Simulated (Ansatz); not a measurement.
# YSiSn in the AlB2 type: lattice stability ahead of a resistivity run

The plan: relax YSiSn in the AlB2 type, check its phonons, and, if the lattice is stable, compute its Eliashberg function and ρ(T).

Program: Ansatz 0.2.0. Level of theory: DFT PBE, scalar-relativistic, plane waves, PAW; PAW set soft_1. Results are calculated unless marked as measured.

This is a report of a sequence of runs, with most program output left out.

The structure was built from a prototype and need not be the compound's stable phase.

## (1) Set-up

Symmetry: P-6m2, No. 187, hexagonal system. The conventional cell has a = 4.449 Å, b = 4.449 Å, c = 4.671 Å, α = 90.00°, β = 90.00°, γ = 120.00°. Y has 6 Si at 3.47 Å and 6 Sn at 3.47 Å nearest. Nearest to Si lie 3 Sn at 2.57 Å and 6 Y at 3.47 Å. Sn has 3 Si at 2.57 Å and 6 Y at 3.47 Å nearest. Farther neighbours are not listed.

## (2) Relaxation

Lattice constant and positions set the bands and the force constants, so the cell is relaxed first.

The input, input.yaml:

```yaml
crystal:
  lattice:
    - [4.44904, 0.0, 0.0]
    - [-2.22452, 3.85298, 0.0]
    - [0.0, 0.0, 4.6715]
  atoms:
    - { symbol: "Y", position: [0.0, 0.0, 0.0] }
    - { symbol: Si, position: [0.33333333, 0.66666667, 0.5] }
    - { symbol: Sn, position: [0.66666667, 0.33333333, 0.5] }
kpoints:
  mp_grid: { grid: [9, 9, 6] }
hamiltonian:
  xc: pbe
  pseudopotentials: { kind: paw, azcp: { folder: soft_1 } }
scf:
  occupations: { method: gaussian, width: 0.1 }
output:
  forces: true
  stress: true
  eigenvalues: true
relax:
  adjacent_minimum: "off"
  f_tol: 0.005
  max_steps: 80
  cell: { stress_tol: 0.05 }
```

Launch:

```sh
$ ansatz run input.yaml --threads 4 --pin off --max-ram 12288MiB --backend cpu --events-out ev --progress --plain --runs-dir out
```

Elapsed: 29 s, on 4 threads of Arm Neoverse N1, shared host; peak memory 0.46 GiB.

Step by step:

```csv
step,energy less that of the first step (eV),largest force component (eV/Å),pressure (GPa),volume (Å³)
1,0.0000,0.0000,-2.71,80.08
2,-0.2395,0.0000,-1.80,77.25
3,-0.4173,0.0000,-1.12,74.71
4,-0.5028,0.0000,0.44,71.80
5,-0.5101,0.0000,-0.22,71.95
6,-0.5122,0.0000,-0.04,71.92
7,-0.5122,0.0000,-0.01,71.87
8*,-0.5120,0.0000,-0.01,71.87
```

Relaxation steps marked * repeat the geometry before them on a plane-wave basis chosen anew for their cell, so energy and pressure can jump there.

The run keeps the 12 symmetry operations that it works with, so distortions that break them were not tested.

```csv
cell as run,before,after,change
a (Å),4.449,4.603,+3.5 %
b (Å),4.449,4.603,+3.5 %
c (Å),4.671,3.917,-16.1 %
volume (Å³/atom),26.69,23.96,-10.3 %
```

Final coordinates:

```cif
data_structure
_symmetry_space_group_name_H-M 'P 1'
_symmetry_Int_Tables_number 1
_cell_length_a 4.6027
_cell_length_b 4.6027
_cell_length_c 3.9171
_cell_angle_alpha 90.000
_cell_angle_beta 90.000
_cell_angle_gamma 120.000
_cell_volume 71.87
loop_
_atom_site_label
_atom_site_type_symbol
_atom_site_fract_x
_atom_site_fract_y
_atom_site_fract_z
_atom_site_occupancy
Y1 Y 0.00000 0.00000 0.00000 1
Si2 Si 0.33333 0.66667 0.50000 1
Sn3 Sn 0.66667 0.33333 0.50000 1
```

Numbers from this step:

```
pressure          : -0.008442 GPa
volume per atom   : 23.96 Å³/atom
metallic on mesh  : yes
gap on the k-mesh : 0 eV
```

The largest force is now zero by symmetry and the largest stress component 0.0099 GPa.

## (3) Relaxing cell and atoms

The cell moved far, so the relaxation is started again from the new cell to confirm it.

input.yaml, the sections that differ from step 2:

```yaml
crystal:
  lattice:
    - [4.602717774, 0.0, 0.0]
    - [-2.301358887, 3.9860705187, 0.0]
    - [0.0, 0.0, 3.9171090694]
  atoms:
    - { symbol: "Y", position: [0.0, 0.0, 0.0] }
    - { symbol: Si, position: [0.3333333333, 0.6666666667, 0.5] }
    - { symbol: Sn, position: [0.6666666667, 0.3333333333, 0.5] }
kpoints:
  mp_grid: { grid: [9, 9, 8] }
# hamiltonian, scf, output, relax: as in step 2
```

Elapsed: 16 s, on 4 threads; peak memory 0.46 GiB; 60 s of CPU time.

The steps of the relaxation:

| step | energy less that of the first step (eV) | largest force component (eV/Å) | pressure (GPa) | volume (Å³) |
| --- | --- | --- | --- | --- |
| 1 | 0.0000 | 0.0000 | -0.10 | 71.87 |
| 2 | -0.0004 | 0.0000 | 0.02 | 71.85 |
| 3 | -0.0005 | 0.0000 | 0.00 | 71.84 |
| 4 | -0.0005 | 0.0000 | 0.00 | 71.84 |

The log counts 1 steps on a newly chosen plane-wave basis, not all of them marked here; energy and pressure can jump at such steps.

```
conventional cell, symmetrised  before  after  change
                         a (Å)   4.603  4.593  -0.2 %
                         b (Å)   4.603  4.593  -0.2 %
                         c (Å)   3.917  3.932  +0.4 %
              volume (Å³/atom)   23.96  23.95  -0.0 %
```

The relaxed structure:

```xyz
3
Lattice="4.5934 0.0000 0.0000 -2.2967 3.9780 0.0000 0.0000 0.0000 3.9318" Properties=species:S:1:pos:R:3 pbc="T T T"
Y     0.0000    0.0000    0.0000
Si    0.0000    2.6520    1.9659
Sn    2.2967    1.3260    1.9659
```

This step gave:

* pressure: -2.60e-4 GPa
* volume per atom: 23.95 Å³/atom

The largest force is now zero by symmetry and the largest stress component 0.0026 GPa.

## (4) Tight relaxation

No force is left; the cell is relaxed once more with another smearing and tight thresholds.

input.yaml, the sections that differ from step 3:

```yaml
crystal:
  lattice:
    - [4.5934342139, 0.0, 0.0]
    - [-2.296717107, 3.9780307199, 0.0]
    - [0.0, 0.0, 3.9317878837]
  atoms:
    - { symbol: "Y", position: [0.0, 0.0, 0.0] }
    - { symbol: Si, position: [0.3333333333, 0.6666666667, 0.5] }
    - { symbol: Sn, position: [0.6666666667, 0.3333333333, 0.5] }
kpoints:
  mp_grid: { grid: [6, 6, 8] }
scf:
  occupations: { method: methfessel_paxton, width: 0.2 }
relax:
  adjacent_minimum: "off"
  f_tol: 0.001
  max_steps: 60
  cell: { stress_tol: 0.01 }
# hamiltonian, output: as in step 3
```

Wall time 9.7 s (4 threads); peak memory 0.42 GiB.

Relaxation path:

| step | energy less that of the first step (eV) | largest force component (eV/Å) | pressure (GPa) | volume (Å³) |
| --- | --- | --- | --- | --- |
| 1 | 0.0000 | 0.0000 | -0.18 | 71.84 |
| 2 | -0.0003 | 0.0000 | 0.07 | 71.47 |
| 3 | -0.0004 | 0.0000 | 0.00 | 71.57 |
| 4 | -0.0004 | 0.0000 | 0.00 | 71.57 |

The log counts 1 steps on a newly chosen plane-wave basis, not all of them marked here; energy and pressure can jump at such steps.

```csv
"conventional cell, symmetrised",before,after,change
a (Å),4.593,4.594,+0.0 %
b (Å),4.593,4.594,+0.0 %
c (Å),3.932,3.916,-0.4 %
volume (Å³/atom),23.95,23.86,-0.4 %
```

The relaxed structure:

```
Y Si Sn
1.0
     4.59416    0.00000    0.00000
    -2.29708    3.97866    0.00000
     0.00000    0.00000    3.91554
Y Si Sn
1 1 1
Direct
  0.00000 0.00000 0.00000
  0.33333 0.66667 0.50000
  0.66667 0.33333 0.50000
```

Numbers from this step:

| Property | Result |
| --- | --- |
| pressure | -6.14e-4 GPa |
| volume per atom | 23.86 Å³/atom |

The largest force is now zero by symmetry and the largest stress component 0.0014 GPa, small enough for phonons.

## (5) Phonons: q 2×2×2, k 4×4×4

Couplings are defined for a stable lattice alone, so phonons come first.

The input, input.yaml:

```yaml
crystal:
  lattice:
    - [4.5941556284, 0.0, 0.0]
    - [-2.2970778142, 3.9786554831, 0.0]
    - [0.0, 0.0, 3.9155362278]
  atoms:
    - { symbol: "Y", position: [0.0, 0.0, 0.0] }
    - { symbol: Si, position: [0.3333333333, 0.6666666667, 0.5] }
    - { symbol: Sn, position: [0.6666666667, 0.3333333333, 0.5] }
kpoints:
  mp_grid: { grid: [4, 4, 4] }
hamiltonian:
  xc: pbe
  pseudopotentials: { kind: paw, azcp: { folder: soft_1 } }
scf:
  occupations: { method: methfessel_paxton, width: 0.2 }
output:
  eigenvalues: true
phonons:
  method: dfpt
  qmesh: [2, 2, 2]
  temperatures: { t_max: 1000, t_step: 50 }
  qpath:
    path:
      - [[0.0, 0.0, 0.0], [0.5, 0.0, 0.0], [0.33333333, 0.33333333, 0.0], [0.0, 0.0, 0.0], [0.0, 0.0, 0.5], [0.5, 0.0, 0.5], [0.33333333, 0.33333333, 0.5], [0.0, 0.0, 0.5]]
      - [[0.5, 0.0, 0.5], [0.5, 0.0, 0.0]]
      - [[0.33333333, 0.33333333, 0.5], [0.33333333, 0.33333333, 0.0]]
    npoints: 10
```

It took 44 s on 4 threads; peak memory 0.53 GiB.

This step gave:

```
share of imaginary modes in the plain interpolation between solved wavevectors : 0.1347
highest frequency, solved or plainly interpolated                              : 272.0 cm⁻¹
```

Solved on the 2×2×2 mesh alone; all other wavevectors are interpolated. Phonon branches along the path, in cm⁻¹:

| point | branch 1 | branch 2 | branch 3 | branch 4 | branch 5 | branch 6 | branch 7 | branch 8 | branch 9 |
| --- | --- | --- | --- | --- | --- | --- | --- | --- | --- |
| Γ | 0 | 0 | 0 | 22 | 116 | 116 | 162 | 272 | 272 |
| halfway | -42 | -5 | 40 | 67 | 103 | 109 | 145 | 255 | 257 |
| M | -65 | -60 | 63 | 89 | 102 | 115 | 133 | 228 | 241 |
| halfway | -65 | -40 | 68 | 77 | 100 | 114 | 135 | 222 | 241 |
| K | -60 | -28 | 68 | 75 | 96 | 112 | 138 | 214 | 239 |
| halfway | -52 | 32 | 46 | 74 | 89 | 116 | 140 | 248 | 254 |
| Γ | 0 | 0 | 0 | 22 | 116 | 116 | 162 | 272 | 272 |
| halfway | 29 | 29 | 37 | 85 | 101 | 101 | 149 | 262 | 262 |
| A | 37 | 49 | 49 | 78 | 78 | 97 | 155 | 251 | 251 |
| halfway | 27 | 58 | 70 | 76 | 112 | 118 | 162 | 242 | 244 |
| L | -19 | 20 | 86 | 99 | 132 | 147 | 169 | 226 | 236 |
| halfway | 13 | 25 | 81 | 112 | 137 | 145 | 169 | 219 | 238 |
| H | 26 | 29 | 77 | 125 | 141 | 142 | 169 | 212 | 239 |
| halfway | 27 | 47 | 72 | 92 | 116 | 122 | 163 | 237 | 243 |
| A | 37 | 49 | 49 | 78 | 78 | 97 | 155 | 251 | 251 |
| jump to L | -19 | 20 | 86 | 99 | 132 | 147 | 169 | 226 | 236 |
| halfway | -50 | -41 | 88 | 97 | 109 | 141 | 144 | 227 | 239 |
| M | -65 | -60 | 63 | 89 | 102 | 115 | 133 | 228 | 241 |
| jump to H | 26 | 29 | 77 | 125 | 141 | 142 | 169 | 212 | 239 |
| halfway | -26 | 26 | 46 | 116 | 124 | 130 | 147 | 213 | 239 |
| K | -60 | -28 | 68 | 75 | 96 | 112 | 138 | 214 | 239 |

Lowest modes at the softest wavevector of the mesh. The modes at q = (0.500, 0.000, 0.000) (shares of kinetic energy by element, %) (negative means imaginary):

| mode | frequency (cm⁻¹) | Y % | Si % | Sn % |
| --- | --- | --- | --- | --- |
| 1 | -64.6 | 97 | 0 | 3 |
| 2 | -60.1 | 35 | 15 | 50 |
| 3 | 62.9 | 20 | 5 | 74 |
| 4 | 88.6 | 65 | 12 | 23 |
| 5 | 101.7 | 48 | 27 | 25 |
| 6 | 114.9 | 31 | 68 | 1 |

Displacements in mode 1 (-64.6 cm⁻¹), the largest set to 1, in the home cell:
```
Y1  1.00 0.58 0.00
Si2 0.01 0.00 0.00
Sn3 0.15 0.09 0.00
```

Displacements in mode 6 (114.9 cm⁻¹), the largest set to 1, in the home cell:
```
Y1   0.00  0.00 -0.38
Si2  0.00  0.00  1.00
Sn3  0.00  0.00 -0.04
```

Among the solved wavevectors the lowest mode, translations apart, is -64.6 cm⁻¹, imaginary.

## (6) Phonons by linear response: q 3×3×2, k 6×6×6

An imaginary mode on so few k-points may come from the sampling, so the phonons are repeated with another q and k mesh.

input.yaml, as its differences from that of step 5:

```diff
@@ -10,3 +10,3 @@
 kpoints:
-  mp_grid: { grid: [4, 4, 4] }
+  mp_grid: { grid: [6, 6, 6] }
 hamiltonian:
@@ -20,3 +20,3 @@
   method: dfpt
-  qmesh: [2, 2, 2]
+  qmesh: [3, 3, 2]
   temperatures: { t_max: 1000, t_step: 50 }
```

Run time: 2.8 min. Hardware: 4 threads; peak memory 0.66 GiB.

This step gave:

```yaml
share_of_imaginary_modes_in_the_plain_interpolation_between_solved_wavevectors: 0.1512
highest_frequency_solved_or_plainly_interpolated: 251.8 cm⁻¹
```

Solved on the 3×3×2 mesh alone; all other wavevectors are interpolated. Phonon branches along the path, in cm⁻¹:

```csv
point,branch 1,branch 2,branch 3,branch 4,branch 5,branch 6,branch 7,branch 8,branch 9
Γ,0,0,0,48,109,109,167,235,235
halfway,-61,-21,22,51,97,108,145,236,237
M,-70,40,67,75,88,106,107,228,234
halfway,-82,51,52,68,84,110,123,219,242
K,-95,52,64,68,75,113,134,212,246
halfway,-67,-8,33,52,90,112,140,233,239
Γ,0,0,0,48,109,109,167,235,235
halfway,26,26,61,86,95,95,157,229,229
A,35,35,79,79,89,119,140,223,223
halfway,38,42,58,68,104,128,135,226,229
L,15,19,63,94,115,143,148,229,238
halfway,-58,-30,56,116,126,146,148,232,246
H,-72,-44,51,131,134,140,156,237,252
halfway,-30,31,60,83,111,130,139,227,234
A,35,35,79,79,89,119,140,223,223
jump to L,15,19,63,94,115,143,148,229,238
halfway,-52,30,72,82,101,123,132,228,236
M,-70,40,67,75,88,106,107,228,234
jump to H,-72,-44,51,131,134,140,156,237,252
halfway,-84,-26,44,113,123,127,136,225,249
K,-95,52,64,68,75,113,134,212,246
```

Lowest modes at the softest wavevector of the mesh. The modes at q = (-0.333, -0.333, 0.000) (shares of kinetic energy by element, %) (negative means imaginary):

```csv
mode,frequency (cm⁻¹),Y %,Si %,Sn %
1,-94.6,0,33,67
2,52.1,87,0,13
3,64.1,100,0,0
4,68.4,0,0,100
5,74.7,0,100,0
6,112.6,100,0,0
```

Displacements in mode 1 (-94.6 cm⁻¹), the largest set to 1, in the home cell (x, y, z of the real part, then of the imaginary part):
```
Y1   0.00  0.00  0.00  0.00  0.00  0.00
Si2 -0.26  0.97  0.00 -0.97 -0.26  0.00
Sn3 -0.67 -0.18  0.00 -0.18  0.67  0.00
```

Displacements in mode 6 (112.6 cm⁻¹), the largest set to 1, in the home cell:
```
Y1  0.00 0.00 1.00
Si2 0.00 0.00 0.00
Sn3 0.00 0.00 0.00
```

The modes has structure finer than the step of the table below, so its rows give means over 10 cm⁻¹, whole bins alone (the curve runs from -105 to 269 cm⁻¹). Peaks (cm⁻¹: height): Si 142.3: 0.0175, 229.3: 0.0945; Sn -69.3: 0.0141, -29.4: 0.0118, 78.8: 0.0207, 107.0: 0.0290, 236.4: 0.0222; Y -31.7: 0.0110, 60.0: 0.0296, 107.0: 0.0244, 142.3: 0.0360.

Phonopy on the run's constants, 15x15x15 mesh, Gaussian sigma 2.7 cm⁻¹. Modes against wavenumber; means over each step; values in 1/cm⁻¹/cell:

| wavenumber (cm⁻¹) | Si | Sn | Y |
| --- | --- | --- | --- |
| -90 | 0.00116 | 0.00252 | 1.5e-4 |
| -80 | 0.00291 | 0.00699 | 0.00120 |
| -70 | 0.00483 | 0.0129 | 0.00426 |
| -60 | 0.00375 | 0.0105 | 0.00410 |
| -50 | 0.00270 | 0.00781 | 0.00313 |
| -40 | 0.00177 | 0.00680 | 0.00501 |
| -30 | 0.00231 | 0.0111 | 0.0104 |
| -20 | 0.00104 | 0.00748 | 0.00874 |
| -10 | 6.1e-4 | 0.00448 | 0.00537 |
| 0 | 2.8e-4 | 0.00156 | 0.00174 |
| 10 | 6.6e-4 | 0.00465 | 0.00531 |
| 20 | 8.0e-4 | 0.00720 | 0.00929 |
| 30 | 0.00115 | 0.00856 | 0.0112 |
| 40 | 0.00163 | 0.00739 | 0.0107 |
| 50 | 0.00624 | 0.00690 | 0.0148 |
| 60 | 0.00964 | 0.00901 | 0.0273 |
| 70 | 0.0106 | 0.0140 | 0.0223 |
| 80 | 0.0104 | 0.0187 | 0.0168 |
| 90 | 0.00829 | 0.0161 | 0.0174 |
| 100 | 0.0102 | 0.0211 | 0.0196 |
| 110 | 0.0129 | 0.0256 | 0.0230 |
| 120 | 0.0105 | 0.0175 | 0.0176 |
| 130 | 0.0113 | 0.0144 | 0.0157 |
| 140 | 0.0153 | 0.0113 | 0.0284 |
| 150 | 0.00815 | 0.00430 | 0.0131 |
| 160 | 0.00158 | 8.0e-4 | 0.00242 |
| 170 | 1.2e-4 | 8.4e-5 | 2.7e-4 |
| 180 | 0 | 0 | 1.0e-7 |
| 190 | 0 | 0 | 0 |
| 200 | 2.3e-6 | 0 | 0 |
| 210 | 0.00131 | 3.9e-5 | 7.7e-6 |
| 220 | 0.0193 | 0.00256 | 8.6e-5 |
| 230 | 0.0813 | 0.0168 | 2.6e-4 |
| 240 | 0.0479 | 0.0168 | 2.3e-4 |
| 250 | 0.00902 | 0.00394 | 7.0e-5 |
| 260 | 9.4e-5 | 4.2e-5 | 1.4e-6 |

No LO-TO term; unit eigenvectors of the mass-weighted matrix. The modes at Γ (shares of kinetic energy by element, %):

```
mode  frequency (cm⁻¹)  symmetry  Y %  Si %  Sn %
   1               0.0   unnamed   38    12    50
   2               0.0   unnamed   38    12    50
   3               0.0   unnamed   38    12    50
   4              48.1      A2''    4    64    32
   5             109.3        E'   62    10    28
   6             109.3        E'   62    10    28
   7             166.8      A2''   58    25    17
   8             235.0        E'    0    78    21
   9             235.0        E'    0    78    21
```

Displacements in mode 4 (48.1 cm⁻¹), the largest set to 1:
```
Y1   0.00  0.00  0.15
Si2  0.00  0.00  1.00
Sn3  0.00  0.00 -0.35
```

Displacements in mode 6 (109.3 cm⁻¹), the largest set to 1:
```
Y1   0.00  1.00  0.00
Si2  0.00 -0.70  0.00
Sn3  0.00 -0.58  0.00
```

Among the solved wavevectors the lowest mode, translations apart, is -94.6 cm⁻¹, imaginary.

## (7) Phonons: Fermi–Dirac smearing of 0.3 eV

The phonons are repeated on the same meshes with a wide Fermi–Dirac smearing, to see whether the soft mode comes from sharp features of the Fermi surface.

input.yaml, as its differences from that of step 6:

```diff
@@ -15,3 +15,3 @@
 scf:
-  occupations: { method: methfessel_paxton, width: 0.2 }
+  occupations: { method: fermi_dirac, width: 0.3 }
 output:
```

Run time: 3.2 min. Hardware: 4 threads; peak memory 0.67 GiB; 12 min of CPU time.

This step gave:

| Item | Value |
| --- | --- |
| share of imaginary modes in the plain interpolation between solved wavevectors | 0.0922 |
| highest frequency, solved or plainly interpolated | 259.9 cm⁻¹ |

Solved on the 3×3×2 mesh alone; all other wavevectors are interpolated. Phonon branches along the path, in cm⁻¹:

```
    point  branch 1  branch 2  branch 3  branch 4  branch 5  branch 6  branch 7  branch 8  branch 9
        Γ         0         0         0        26       108       108       155       254       254
  halfway       -40        32        54        55       102       111       142       251       252
        M       -45        45        76        91        92       117       119       247       250
  halfway       -53        58        68        76        90       114       136       242       256
        K       -61        56        72        76        88       108       146       240       260
  halfway       -46        42        58        58        95       119       138       248       254
        Γ         0         0         0        26       108       108       155       254       254
  halfway        38        38        60        84        98        98       151       249       249
        A        65        65        78        78        86       123       140       243       243
  halfway        47        56        75        78       104       138       139       246       249
        L         6        38        75        99       115       143       151       241       252
  halfway       -35       -27        66       116       122       143       148       239       254
        H       -54       -39        59       128       135       140       143       238       255
  halfway        37        41        73        90       110       139       141       245       251
        A        65        65        78        78        86       123       140       243       243
jump to L         6        38        75        99       115       143       151       241       252
  halfway       -24        32        86        87       106       126       140       244       252
        M       -45        45        76        91        92       117       119       247       250
jump to H       -54       -39        59       128       135       140       143       238       255
  halfway       -59        15        54       112       119       125       142       239       258
        K       -61        56        72        76        88       108       146       240       260
```

Lowest modes at the softest wavevector of the mesh. The modes at q = (0.333, 0.333, 0.000) (shares of kinetic energy by element, %) (negative means imaginary):

| mode | frequency (cm⁻¹) | Y % | Si % | Sn % |
| --- | --- | --- | --- | --- |
| 1 | -61.4 | 0 | 28 | 72 |
| 2 | 56.3 | 84 | 0 | 16 |
| 3 | 72.1 | 0 | 0 | 100 |
| 4 | 75.5 | 100 | 0 | 0 |
| 5 | 88.1 | 0 | 100 | 0 |
| 6 | 108.0 | 100 | 0 | 0 |

Displacements in mode 1 (-61.4 cm⁻¹), the largest set to 1, in the home cell (x, y, z of the real part, then of the imaginary part):
```
Y1   0.00  0.00  0.00  0.00  0.00  0.00
Si2 -0.26  0.97  0.00  0.97  0.26  0.00
Sn3 -0.76 -0.20  0.00  0.20 -0.76  0.00
```

Displacements in mode 5 (88.1 cm⁻¹), the largest set to 1, in the home cell:
```
Y1   0.00  0.00  0.00
Si2  0.00  0.00 -1.00
Sn3  0.00  0.00  0.00
```

Among the solved wavevectors the lowest mode, translations apart, is -61.4 cm⁻¹, imaginary.

Between step 6 and this run (occupations Fermi-Dirac and smearing width 0.3 eV) the value for the highest frequency, solved or plainly interpolated moves from 252 cm⁻¹ to 260 cm⁻¹ (+3 %).

## (8) Results

| Property | Result |
| --- | --- |
| phonon run of the rows without a label of their own | PBE, q 3×3×2, k 6×6×6 |
| softest mode on the q mesh | -94.6 cm⁻¹ at q = (-0.333, -0.333, 0) |
| highest frequency, solved or plainly interpolated | 252 cm⁻¹ |

What this shows: The lattice is dynamically unstable at this level: a mode at q = (-0.333, -0.333, 0) is imaginary, 94.6i cm⁻¹, so no harmonic coupling constant or resistivity is defined for this structure. These meshes are coarse, and single modes of a metal can move by tens of cm⁻¹ with the k mesh. The coarser mesh found an imaginary mode at another wavevector, which this mesh lacks. The phonon runs are not spin-polarised. The structure was built by hand as an ordered model, and its stability against other phases was not tested.

[Logs are printed without paths, hosts, clocks, repeated set-up lines and the standing remarks that a program may print on its own settings, such as how far it seeks lower states.]

[Hosts, paths, dates, database ids (printed as entryN), source tags and the programs' standing remarks are cut or masked in the printed files.]
